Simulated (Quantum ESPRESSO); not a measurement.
A computed C K-edge spectrum of one site in a crystal of C, O and Sc, with its zero at a photon energy of about 279.1 eV (raw 285.8 eV, less 6.7 eV of added terms; PBEsol puts this hole about 2 eV below PBE, itself good to a few eV). Method: Quantum ESPRESSO XSpectra, PBEsol, excited-electron core hole (neutral cell) in a small cell, dipole transitions, broadening that rises with energy.

Energy from the energy zero of the input (xe0, at the border of filled and empty states); intensity scaled to a mean of 1 over the first 20 eV:

| E (eV) | intensity |
| --- | --- |
| -2.0 | 0.04 |
| -1.5 | 0.05 |
| -1.0 | 0.06 |
| -0.5 | 0.09 |
| 0.0 | 0.21 |
| 0.5 | 0.34 |
| 1.0 | 0.46 |
| 1.5 | 0.60 |
| 2.0 | 0.82 |
| 2.5 | 0.95 |
| 3.0 | 1.28 |
| 3.5 | 1.64 |
| 4.0 | 1.84 |
| 4.5 | 1.81 |
| 5.0 | 2.24 |
| 5.5 | 2.11 |
| 6.0 | 1.71 |
| 6.5 | 1.29 |
| 7.0 | 0.98 |
| 7.5 | 0.84 |
| 8.0 | 0.82 |
| 8.5 | 0.88 |
| 9.0 | 0.96 |
| 9.5 | 1.00 |
| 10.0 | 1.03 |
| 10.5 | 1.13 |
| 11.0 | 1.29 |
| 11.5 | 1.37 |
| 12.0 | 1.32 |
| 12.5 | 1.18 |
| 13.0 | 1.01 |
| 13.5 | 0.87 |
| 14.0 | 0.78 |
| 14.5 | 0.74 |
| 15.0 | 0.74 |
| 15.5 | 0.75 |
| 16.0 | 0.74 |
| 16.5 | 0.71 |
| 17.0 | 0.67 |
| 17.5 | 0.62 |
| 18.0 | 0.59 |
| 18.5 | 0.56 |
| 19.0 | 0.53 |
| 19.5 | 0.51 |
| 20.0 | 0.50 |
| 20.5 | 0.50 |
| 21.0 | 0.50 |
| 21.5 | 0.51 |
| 22.0 | 0.52 |
| 22.5 | 0.54 |
| 23.0 | 0.56 |
| 23.5 | 0.58 |
| 24.0 | 0.61 |
| 24.5 | 0.64 |
| 25.0 | 0.68 |
| 25.5 | 0.72 |
| 26.0 | 0.76 |
| 26.5 | 0.81 |
| 27.0 | 0.85 |
| 27.5 | 0.89 |
| 28.0 | 0.90 |
| 28.5 | 0.90 |
| 29.0 | 0.86 |
| 29.5 | 0.82 |
| 30.0 | 0.76 |
| 30.5 | 0.70 |
| 31.0 | 0.65 |
| 31.5 | 0.61 |
| 32.0 | 0.58 |

What surroundings does the absorber have?

A K edge sees empty p states; the first features are C p mixed into the empty d states of the Sc neighbours, and the broad ones above probably into the cations' higher empty bands. It is atom 4 of Sc2CO (R-3m), with 6 Sc at 2.26 Å (octahedral, site symmetry -3m). Its main maxima below 24 eV lie at 4.0 eV (1.84), 5.1 eV (2.27) and 11.6 eV (1.37). A near-edge spectrum doesn't fix the structure by itself; it is matched against candidates. The unit cell's mesh shows no gap over 0.35 eV. That is right for a metallic compound; for a small-gap or correlated insulator it would be the fault of the functional or of the assumed magnetic order, and the hole would be screened too well. The holes are only 5.6 Å apart, so the shape is probably not converged with cell size; no larger cell was run here. Lifetime broadening is put in by hand, and intensities beyond about 20 eV depend on it and on the partial waves; weight that the partial waves miss at high energy is lost. The structure is a computed Materials Project entry and may be a hypothetical form.

[Hosts, paths, dates, database ids (printed as entryN), source tags and the programs' standing remarks are cut or masked in the printed files.]

[Lists of maxima count a maximum above −3 eV only where it reaches 4 % of the highest in the window and stands out from its surroundings by 2 % of it (1.5 % where it reaches 55 %); shoulders and weaker maxima are passed over, and of the rest the first, up to two pre-edge ones and the few strongest are named.]
